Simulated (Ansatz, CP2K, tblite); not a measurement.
# Running amorphous Hg30Se17S13 (60 atoms) with CP2K, part 2 of 3

Aim: run amorphous Hg30Se17S13 (60 atoms) in CP2K and see how near its forces come to a plane-wave reference, and at what cost.

Program: CP2K 2026.2; the method stands at each step. Banners, paths, timers and routine set-up lines are dropped from the logs unmarked, and long logs keep their key lines alone; longer cuts are marked.

So far. Step 2 (PBE, DZVP-MOLOPT-SR, 600/60 Ry, diagonalisation): Forces lie 10 % from the reference's, at 3.9 times its CPU time (on 2 against 4 cores). Step 3 (PBE, SZV-MOLOPT-SR, 600/60 Ry, diagonalisation): Against the first run (10 %), the force difference from the reference is 78 %, at 0.58 times the CPU time (on 1 against 2 cores), with 390 basis functions against 1140: the smaller basis costs accuracy.

## (4) revPBE, PBE potentials, DZVP-MOLOPT-SR, 600/60 Ry, diagonalisation

Method: Kohn-Sham DFT, revPBE, GTH-PBE pseudopotentials, Gaussian and plane waves, DZVP-MOLOPT-SR-GTH, diagonalisation.

The input, input.inp:

```
&GLOBAL
  PROJECT cell
  RUN_TYPE ENERGY_FORCE
  PRINT_LEVEL LOW
&END GLOBAL
&FORCE_EVAL
  METHOD QS
  STRESS_TENSOR ANALYTICAL
  &DFT
    BASIS_SET_FILE_NAME BASIS_MOLOPT
    POTENTIAL_FILE_NAME GTH_POTENTIALS
    &MGRID
      CUTOFF 600
      REL_CUTOFF 60
      NGRIDS 5
    &END MGRID
    &QS
      EPS_DEFAULT 1.0E-12
    &END QS
    &SCF
      SCF_GUESS ATOMIC
      EPS_SCF 1.0E-06
      MAX_SCF 200
      ADDED_MOS 14
      &DIAGONALIZATION
        ALGORITHM STANDARD
      &END DIAGONALIZATION
      &SMEAR ON
        METHOD FERMI_DIRAC
        ELECTRONIC_TEMPERATURE [K] 580
      &END SMEAR
      &MIXING
        METHOD BROYDEN_MIXING
        ALPHA 0.3
        NBROYDEN 8
      &END MIXING
      &PRINT
        &RESTART OFF
        &END RESTART
      &END PRINT
    &END SCF
    &XC
      &XC_FUNCTIONAL
        &PBE
          PARAMETRIZATION REVPBE
        &END PBE
      &END XC_FUNCTIONAL
    &END XC
    &PRINT
      &MULLIKEN ON
      &END MULLIKEN
      &HIRSHFELD ON
        SHAPE_FUNCTION DENSITY
      &END HIRSHFELD
      &MO ON
        EIGENVALUES T
        OCCUPATION_NUMBERS T
        MO_INDEX_RANGE 259 282
        &EACH
          QS_SCF 0
        &END EACH
        ADD_LAST NUMERIC
      &END MO
    &END PRINT
  &END DFT
  &SUBSYS
    &CELL
      A 11.94880 0.00000 0.00000
      B 0.00000 11.94880 0.00000
      C 0.00000 0.00000 11.94880
    &END CELL
    &COORD
      SCALED
[... 60 atom lines left out: the same atoms as in the first run ...]
    &END COORD
    &KIND Hg
      BASIS_SET DZVP-MOLOPT-SR-GTH-q12
      POTENTIAL GTH-PBE-q12
    &END KIND
    &KIND Se
      BASIS_SET DZVP-MOLOPT-SR-GTH-q6
      POTENTIAL GTH-PBE-q6
    &END KIND
    &KIND S
      BASIS_SET DZVP-MOLOPT-SR-GTH-q6
      POTENTIAL GTH-PBE-q6
    &END KIND
  &END SUBSYS
  &PRINT
    &FORCES ON
    &END FORCES
    &STRESS_TENSOR ON
    &END STRESS_TENSOR
  &END PRINT
&END FORCE_EVAL
```

On the command line:

```console
OMP_NUM_THREADS=2 cp2k.psmp -i input.inp > output.txt
```

Numbers of over 12 decimals in the logs are rounded to 6 here.

What it wrote:

```text
CP2K| version string:                                       CP2K version 2026.2
 CP2K| Input file name                                                 input.inp
 GLOBAL| Basis set file name                                        BASIS_MOLOPT
 GLOBAL| Potential file name                                      GTH_POTENTIALS
[... lines left out ...]
 Number of electrons:                                                        540
[... lines left out ...]
  Step     Update method      Time    Convergence         Total energy    Change
[... lines left out ...]
  *** SCF run converged in    29 steps ***
[... lines left out ...]
  Fermi energy:                                                 0.146338
  Total energy:                                             -1526.934475
  Total energy (extrapolated to T->0):                      -1526.929959
[... lines left out ...]
 MO| E(Fermi):            0.146338 a.u.          3.982062 eV
[... lines left out ...]
 ENERGY| Total FORCE_EVAL ( QS ) energy [hartree]          -1526.934477
[... lines left out ...]
 FORCES|      1 -7.53420977E-03  5.65934701E-03 -6.28413582E-03   1.13262036E-02
 FORCES|      2  7.64804323E-03  3.67119442E-03  8.06014611E-03   1.17019737E-02
 FORCES|      3  6.30919721E-03  1.00975248E-02 -1.03733351E-04   1.19070037E-02
[...]
FORCES|     59  2.81297699E-03  1.12997001E-03 -5.85739989E-03   6.59536240E-03
 FORCES|     60 -4.57814103E-03 -8.43708961E-03  3.80744429E-03   1.03266882E-02
 FORCES| Sum    -4.13533939E-06  2.94522250E-06  4.14574698E-06
 FORCES| Total atomic force                                       6.55458507E-06
 STRESS| Analytical stress tensor [bar]
 STRESS|                        x                   y                   z
 STRESS|      x        1.78273316707E+04  -2.12642491790E+03   1.58745994147E+03
 STRESS|      y       -2.12642491790E+03   2.22096858944E+04  -1.61162607753E+03
 STRESS|      z        1.58745994147E+03  -1.61162607753E+03   2.59729878658E+04
 STRESS| 1/3 Trace                                             2.20033351437E+04
```

Run time: 5.3 min. Hardware: 2 threads of Arm Neoverse V1, shared host; peak memory 4 GiB.

Against the reference:

* r.m.s. force component: 0.4818 eV/Å
* r.m.s. difference of force components: 52.74 meV/Å
* longest difference of force vectors: 234.2 meV/Å
* force difference over r.m.s. force: 11.63 %
* slope of forces against the reference's: 1.058
* correlation of force components: 0.9955
* pressure: 2.2 GPa
* pressure difference: 1.639 GPa

Against the first run (10 %), the force difference from the reference is 12 %, at 1.0 times the CPU time; the model has changed, so this is no error of the program alone.

## (5) PBE, DZVP-MOLOPT-SR, 840/60 Ry, diagonalisation

Method: Kohn-Sham DFT, PBE, GTH-PBE pseudopotentials, Gaussian and plane waves, DZVP-MOLOPT-SR-GTH, diagonalisation.

input.inp, as its differences from that of step 4:

```diff
@@ -12,3 +12,3 @@
     &MGRID
-      CUTOFF 600
+      CUTOFF 840
       REL_CUTOFF 60
@@ -42,6 +42,3 @@
     &XC
-      &XC_FUNCTIONAL
-        &PBE
-          PARAMETRIZATION REVPBE
-        &END PBE
+      &XC_FUNCTIONAL PBE
       &END XC_FUNCTIONAL
@@ -72,4 +69,27 @@
     &COORD
-      SCALED
-[... 60 atom lines left out: the same atoms as in the first run ...]
+      Hg 4.26978 6.40826 9.06161
+      Hg 10.37156 6.07740 2.89746
+      Hg 0.63388 10.43405 2.66960
+      Hg 2.65682 7.97642 5.21888
+      Hg 3.86962 4.42846 3.75945
+      Hg 9.75584 6.10309 11.41971
+      Hg 5.49466 0.83259 8.24527
+      Hg 9.42999 0.91755 8.75441
+      Hg 5.17383 10.97951 11.69071
+      Hg 0.67594 4.05578 10.63288
+      Hg 7.17275 1.92770 1.92376
+      Hg 3.78920 1.95124 0.17804
+      Hg 3.22928 0.04337 3.65669
+      Hg 6.30407 6.61055 6.25340
+      Hg 9.20536 10.29783 11.62547
+      Hg 11.26569 2.13764 2.18818
+      Hg 1.20551 8.47540 11.11083
+      Hg 6.77939 9.21671 8.46477
+      Hg 6.83782 9.62129 4.96353
+      Hg 11.78713 9.80889 7.27419
+[... 36 atom lines left out ...]
+      S 1.74058 5.44841 2.42800
+      S 11.37550 4.37290 1.04014
+      S 0.21603 6.97547 4.88252
+      S 7.41805 0.18664 0.09953
     &END COORD
```

What it wrote:

```text
CP2K| version string:                                       CP2K version 2026.2
 CP2K| Input file name                                                 input.inp
 GLOBAL| Basis set file name                                        BASIS_MOLOPT
 GLOBAL| Potential file name                                      GTH_POTENTIALS
[... lines left out ...]
 Number of electrons:                                                        540
[... lines left out ...]
  Step     Update method      Time    Convergence         Total energy    Change
[... lines left out ...]
  *** SCF run converged in    28 steps ***
[... lines left out ...]
  Fermi energy:                                                 0.143862
  Total energy:                                             -1526.268437
  Total energy (extrapolated to T->0):                      -1526.263951
[... lines left out ...]
 MO| E(Fermi):            0.143862 a.u.          3.914673 eV
[... lines left out ...]
 ENERGY| Total FORCE_EVAL ( QS ) energy [hartree]          -1526.268439
[... lines left out ...]
 FORCES|      1 -7.19422307E-03  5.57527289E-03 -6.10426664E-03   1.09591325E-02
 FORCES|      2  7.48831047E-03  3.81696717E-03  8.15484908E-03   1.17109178E-02
 FORCES|      3  6.01258992E-03  9.75469527E-03  2.32767323E-04   1.14612171E-02
[...]
FORCES|     59  2.74423394E-03  1.16719074E-03 -6.09197932E-03   6.78272557E-03
 FORCES|     60 -4.71431068E-03 -8.01643376E-03  3.10176418E-03   9.80351347E-03
 FORCES| Sum     1.09954598E-06 -5.19351735E-06  5.58483730E-06
 FORCES| Total atomic force                                       7.70532487E-06
 STRESS| Analytical stress tensor [bar]
 STRESS|                        x                   y                   z
 STRESS|      x        6.24829426217E+03  -2.07581736526E+03   1.62437748946E+03
 STRESS|      y       -2.07581736526E+03   1.03771179139E+04  -1.45706199655E+03
 STRESS|      z        1.62437748946E+03  -1.45706199655E+03   1.42156476393E+04
 STRESS| 1/3 Trace                                             1.02803532718E+04
```

The job ended after 6.7 min (2 threads; peak memory 6.8 GiB).

Numbers from this run, and their distance from the reference:

```
r.m.s. force component                          : 0.4747 eV/Å
r.m.s. difference of force components           : 46.93 meV/Å
longest difference of force vectors             : 211.6 meV/Å
force difference over r.m.s. force              : 10.35 %
slope of forces against the reference's         : 1.043
correlation of force components                 : 0.9959
pressure                                        : 1.028 GPa
pressure difference                             : 0.4666 GPa
energy less the same-level run's                : 0.0001 meV/atom
r.m.s. force difference from the same-level run : 0.045 meV/Å
```

Against the first run (10 %), the force difference from the reference is 10 %, at 1.2 times the CPU time: the change moves forces by 0.045 meV/Å r.m.s., so most of the difference comes from elsewhere.

## (6) PBE, DZVP-MOLOPT-SR, 420/60 Ry, diagonalisation

Method: Kohn-Sham DFT, PBE, GTH-PBE pseudopotentials, Gaussian and plane waves, DZVP-MOLOPT-SR-GTH, diagonalisation.

input.inp, as its differences from that of step 5:

```diff
@@ -12,5 +12,4 @@
     &MGRID
-      CUTOFF 840
+      CUTOFF 420
       REL_CUTOFF 60
-      NGRIDS 5
     &END MGRID
```

What it wrote:

```text
CP2K| version string:                                       CP2K version 2026.2
 CP2K| Input file name                                                 input.inp
 GLOBAL| Basis set file name                                        BASIS_MOLOPT
 GLOBAL| Potential file name                                      GTH_POTENTIALS
[... lines left out ...]
 Number of electrons:                                                        540
[... lines left out ...]
  Step     Update method      Time    Convergence         Total energy    Change
[... lines left out ...]
  *** SCF run converged in    28 steps ***
[... lines left out ...]
  Fermi energy:                                                 0.143862
  Total energy:                                             -1526.268437
  Total energy (extrapolated to T->0):                      -1526.263950
[... lines left out ...]
 MO| E(Fermi):            0.143862 a.u.          3.914673 eV
[... lines left out ...]
 ENERGY| Total FORCE_EVAL ( QS ) energy [hartree]          -1526.268439
[... lines left out ...]
 FORCES|      1 -7.19326078E-03  5.57465219E-03 -6.10243555E-03   1.09571651E-02
 FORCES|      2  7.48665717E-03  3.81528877E-03  8.15358524E-03   1.17084336E-02
 FORCES|      3  6.01300273E-03  9.75493640E-03  2.32904665E-04   1.14616417E-02
[...]
FORCES|     59  2.74408344E-03  1.16720535E-03 -6.09183234E-03   6.78253518E-03
 FORCES|     60 -4.71420961E-03 -8.01632229E-03  3.10180903E-03   9.80338791E-03
 FORCES| Sum     3.75532879E-06  5.55729125E-06  3.44605503E-08
 FORCES| Total atomic force                                       6.70724742E-06
 STRESS| Analytical stress tensor [bar]
 STRESS|                        x                   y                   z
 STRESS|      x        6.24828344509E+03  -2.07582108346E+03   1.62437566050E+03
 STRESS|      y       -2.07582108346E+03   1.03773698198E+04  -1.45708861143E+03
 STRESS|      z        1.62437566050E+03  -1.45708861143E+03   1.42163648354E+04
 STRESS| 1/3 Trace                                             1.02806727001E+04
```

Run time: 4.6 min. Hardware: 2 threads; peak memory 2.5 GiB; 8.4 min of CPU time.

Against the reference:

* r.m.s. force component: 0.4747 eV/Å
* r.m.s. difference of force components: 46.93 meV/Å
* longest difference of force vectors: 211.6 meV/Å
* force difference over r.m.s. force: 10.35 %
* slope of forces against the reference's: 1.043
* correlation of force components: 0.9959
* pressure: 1.028 GPa
* pressure difference: 0.4667 GPa
* energy less the same-level run's: 0.0002 meV/atom
* r.m.s. force difference from the same-level run: 0.064 meV/Å

Against the first run (10 %), the force difference from the reference is 10 %, at 0.88 times the CPU time: the change moves forces by 0.064 meV/Å r.m.s., so most of the difference comes from elsewhere.

## (7) PBE+D4, DZVP-MOLOPT-SR, 600/60 Ry, diagonalisation

Method: Kohn-Sham DFT, PBE+D4, GTH-PBE pseudopotentials, Gaussian and plane waves, DZVP-MOLOPT-SR-GTH, diagonalisation.

input.inp, as its differences from that of step 6:

```diff
@@ -12,4 +12,5 @@
     &MGRID
-      CUTOFF 420
+      CUTOFF 600
       REL_CUTOFF 60
+      NGRIDS 5
     &END MGRID
@@ -43,2 +44,9 @@
       &END XC_FUNCTIONAL
+      &VDW_POTENTIAL
+        POTENTIAL_TYPE PAIR_POTENTIAL
+        &PAIR_POTENTIAL
+          TYPE DFTD4
+          REFERENCE_FUNCTIONAL PBE
+        &END PAIR_POTENTIAL
+      &END VDW_POTENTIAL
     &END XC
@@ -67,5 +75,6 @@
     &END CELL
-    &COORD
-[... 60 atom lines left out: the same atoms as in the first run ...]
-    &END COORD
+    &TOPOLOGY
+      COORD_FILE_NAME structure.xyz
+      COORD_FILE_FORMAT XYZ
+    &END TOPOLOGY
     &KIND Hg
```

The input, structure.xyz:

```xyz
60

[... 60 atom lines left out: the same atoms as in the first run ...]
```

What it wrote:

```text
CP2K| version string:                                       CP2K version 2026.2
 CP2K| Input file name                                                 input.inp
 GLOBAL| Basis set file name                                        BASIS_MOLOPT
 GLOBAL| Potential file name                                      GTH_POTENTIALS
 GLOBAL| Run type                                                   ENERGY_FORCE
 GLOBAL| Total number of message passing processes                             1
 GLOBAL| Number of threads for this process                                    2
 TOTAL NUMBERS AND MAXIMUM NUMBERS
  Total number of            - Atomic kinds:                                   3
                             - Atoms:                                         60
[... lines left out ...]
                        Smear method:                                FERMI_DIRAC
[... lines left out ...]
 Number of electrons:                                                        540
[... lines left out ...]
  Step     Update method      Time    Convergence         Total energy    Change
[... lines left out ...]
  *** SCF run converged in    28 steps ***
[... lines left out ...]
  Fermi energy:                                                 0.143862
  Total energy:                                             -1526.981788
  Total energy (extrapolated to T->0):                      -1526.977302
[... lines left out ...]
 MO| E(Fermi):            0.143862 a.u.          3.914673 eV
[... lines left out ...]
 !-----------------------------------------------------------------------------!
 !-----------------------------------------------------------------------------!
                           Hirshfeld Charges
  #Atom  Element  Kind  Ref Charge     Population                    Net charge
      1       Hg     1      12.000         11.801                         0.199
      2       Hg     1      12.000         11.752                         0.248
      3       Hg     1      12.000         11.831                         0.169
[...]
59       S      3       6.000          6.240                        -0.240
     60       S      3       6.000          6.217                        -0.217
  Total Charge                                                            0.000
 !-----------------------------------------------------------------------------!
 ENERGY| Total FORCE_EVAL ( QS ) energy [hartree]          -1526.981790
 FORCES| Atomic forces [hartree/bohr]
 FORCES|   Atom     x               y               z               |f|
 FORCES|      1 -7.36376069E-03  5.55722631E-03 -6.36918344E-03   1.12104520E-02
 FORCES|      2  7.52086513E-03  3.77544931E-03  8.40098440E-03   1.18909196E-02
 FORCES|      3  5.90706250E-03  9.12751504E-03  6.09147344E-04   1.08892598E-02
[...]
FORCES|     59  2.45733277E-03  1.39146970E-03 -6.09796393E-03   6.72010687E-03
 FORCES|     60 -4.63732497E-03 -7.56841152E-03  2.57116588E-03   9.24102428E-03
 FORCES| Sum    -5.71476620E-06 -4.80774654E-06  3.99352973E-06
 FORCES| Total atomic force                                       8.46884049E-06
 STRESS| Analytical stress tensor [bar]
 STRESS|                        x                   y                   z
 STRESS|      x       -1.22118367513E+04  -2.08564053316E+03   1.68950061726E+03
 STRESS|      y       -2.08564053316E+03  -7.86339572791E+03  -1.57432556135E+03
 STRESS|      z        1.68950061726E+03  -1.57432556135E+03  -4.25312575096E+03
 STRESS| 1/3 Trace                                            -8.10945274341E+03
```

Run time: 5.2 min. Hardware: 2 threads; peak memory 4.1 GiB.

Numbers from this run, and their distance from the reference:

- r.m.s. force component: 0.4741 eV/Å
- r.m.s. difference of force components: 50.76 meV/Å
- longest difference of force vectors: 217.5 meV/Å
- force difference over r.m.s. force: 11.2 %
- slope of forces against the reference's: 1.041
- correlation of force components: 0.995
- pressure: -0.8109 GPa
- pressure difference: -1.372 GPa

Against the first run (10 %), the force difference from the reference is 11 %, at 0.98 times the CPU time; the model has changed, so this is no error of the program alone.

[end of part 2 of 3]

[Also dropped from logs without a mark: logging warnings of Python, and SIESTA's first energy breakdown and zero terms.]

[Logs are printed without paths, hosts, clocks, repeated set-up lines and the standing remarks that a program may print on its own settings, such as how far it seeks lower states.]

[Hosts, paths, dates, database ids (printed as entryN), source tags and the programs' standing remarks are cut or masked in the printed files.]
